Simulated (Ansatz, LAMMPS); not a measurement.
# Amorphous 14HfO2-86SiO2 (mol %) (84 atoms), relaxed: mesh and functional compared

Which bonds does the relaxation leave, and how do the Kohn-Sham gap, forces and pressure change with k-mesh and functional?

Calculated with Ansatz 0.2.0: Kohn-Sham DFT, PBE, PAW (set soft_2), plane waves; cutoff 420 eV, Γ point, fermi-dirac smearing of 0.025 eV.

**The cell**

Density at the start: 3.03 g/cm³. The cell holds 84 atoms: 4 Hf, 24 Si and 56 O. Its edges and angles: a = 10.780 Å, b = 10.780 Å, c = 10.780 Å, α = 90.0°, β = 90.0°, γ = 90.0°. 84 atoms (4 Zr, 24 Si, 56 O) placed at random at 2.56 g/cm³, melted at 5000 K for 10 ps at fixed volume with the Morse and Coulomb pair potential with partial charges (Pedone, Malavasi, Menziani, Cormack and Segre, J. Phys. Chem. B 110, 11780 (2006)). Quenched from 5000 K to 300 K at 50 K/ps and fixed volume, held 5 ps, then minimised at fixed cell. Then Zr was replaced by Hf (the potential has no terms for the new elements, so the cell is a start for a DFT relaxation).

Cell and atoms were relaxed with PBE. The walk converged after 11 steps by the program's count, with a largest force component of 0.0365 eV/Å; it began at an r.m.s. force component of 0.96 eV/Å. The edges went from 10.780, 10.780, 10.780 to 10.778, 11.192, 10.405 Å, and the volume from 14.915 to 14.940 Å³ an atom (+0.2 %).

The input of the reference single point:

```yaml
crystal:
  lattice:
    - [10.77767, 0.01451, -0.07335]
    - [0.01451, 11.19184, 0.05002]
    - [-0.07335, 0.05002, 10.40478]
  atoms:
    - { symbol: Hf, position: [0.41312, 0.09652, 0.6795] }
    - { symbol: Hf, position: [0.94413, 0.0572, 0.55882] }
    - { symbol: Hf, position: [0.37313, 0.63315, 0.60346] }
    - { symbol: Hf, position: [0.72697, 0.01928, 0.32982] }
    [... 78 atom lines left out ...]
    - { symbol: O, position: [0.40271, 0.49702, 0.20275] }
    - { symbol: O, position: [0.73963, 0.62703, 0.74812] }
kpoints:
  mp_grid: { grid: [1, 1, 1] }
hamiltonian:
  xc: pbe
scf:
  occupations: { method: fermi_dirac, width: 0.025 }
output:
  forces: true
  stress: true
  populations: true
  dos:
    method: { smearing: { sigma: 0.08 } }
    de: 0.05
    projected: { site_lists: { Hf: [Hf], O: [O], Si: [Si] } }
  eigenvalues: true
  write_density: true
  write_potential: true
  volumetric_format: npy
```

**Bonds after relaxation**

Bonds by pair of elements; cutoffs follow the first minimum of g(r), held within bounds set by covalent radii, and pairs that aren't listed don't count as bonded:

```
pair A-B  cutoff (Å)  bonds  mean length (Å)  spread (Å)  shortest (Å)  B about A  A about B
    O-Si        2.16     96             1.64       0.049          1.56       1.71          4
    O-Hf        2.82     21             2.10       0.177          1.93      0.375       5.25
```

How many atoms have how many bonded neighbours:

| element | mean | 2 | 3 | 4 | 5 | 6 |
| --- | --- | --- | --- | --- | --- | --- |
| Hf | 5.25 | 0 | 0 | 1 | 1 | 2 |
| O | 2.09 | 51 | 5 | 0 | 0 | 0 |
| Si | 4 | 0 | 0 | 24 | 0 | 0 |

**Levels of theory**

Single points at the relaxed geometry:

| functional | k-mesh | Kohn-Sham gap (eV) | pressure (GPa) | r.m.s. force component (eV/Å) | SCF cycles | time |
| --- | --- | --- | --- | --- | --- | --- |
| PBE | 1×1×1 | 4.198 | 0.00 | 0.010 | 10 | 18 s |
| PBE | 2×2×2 | 4.195 | 0.00 | 0.011 | 10 | 2.5 min |
| HSE06 | 1×1×1 | 5.894 | -4.53 | 0.193 | 21 | 4.5 min |
| r2SCAN | 1×1×1 | 4.794 | -4.48 | 0.157 | 10 | 41 s |
| PBEsol | 1×1×1 | 4.149 | -2.69 | 0.079 | 10 | 16 s |

The gap is that between the highest filled and lowest empty Kohn-Sham level on the run's k-points. Cutoffs: 420 eV for PBE, HSE06 and PBEsol; 500 eV for r2SCAN. Times come from shared hosts and are rough.

**Findings**

By these cutoffs 50 % of Hf atoms have 6, 91 % of O atoms have 2 and 100 % of Si atoms have 4 neighbours. The Kohn-Sham gap is 4.20 eV with PBE on the 1×1×1 mesh and 4.19 eV on 2×2×2. On the 1×1×1 mesh HSE06 changes the gap by +1.70 eV against PBE. Carrying that shift over to the 2×2×2 mesh gives 4.19 + 1.70 = 5.89 eV, an estimate that takes the shift to be alike at all k-points. On the reference's mesh the gap changes with r2SCAN by +0.60 eV and PBEsol by -0.05 eV. Against the reference the pressure changes with HSE06 by -4.5 GPa, r2SCAN by -4.5 GPa and PBEsol by -2.7 GPa; a negative change means a smaller volume than PBE would take. The denser mesh moves the energy by -0.7 meV/atom and the pressure by +0.01 GPa.

Limits: All single points share the geometry relaxed with PBE. One sample; tail or defect levels can set the gap of a disordered cell. The quench rate of 50 K/ps is many orders above laboratory rates, so the cell is likely richer in defects and strain than a real sample. The network of bonds at the start is that of the classical potential that made the cell, and needn't be the one that DFT or experiment would give. Spin–orbit coupling is left out, which matters for the levels of the heavy elements. In some runs the program notes that the exchange-correlation potential is rough where the density is thin, it cut back its work space to fit the memory limit, the exchange threshold is loose for the stress and the SCF threshold is loose for the stress.

[Logs are printed without paths, hosts, clocks, repeated set-up lines and the standing remarks that a program may print on its own settings, such as how far it seeks lower states.]

[Hosts, paths, dates, database ids (printed as entryN), source tags and the programs' standing remarks are cut or masked in the printed files.]
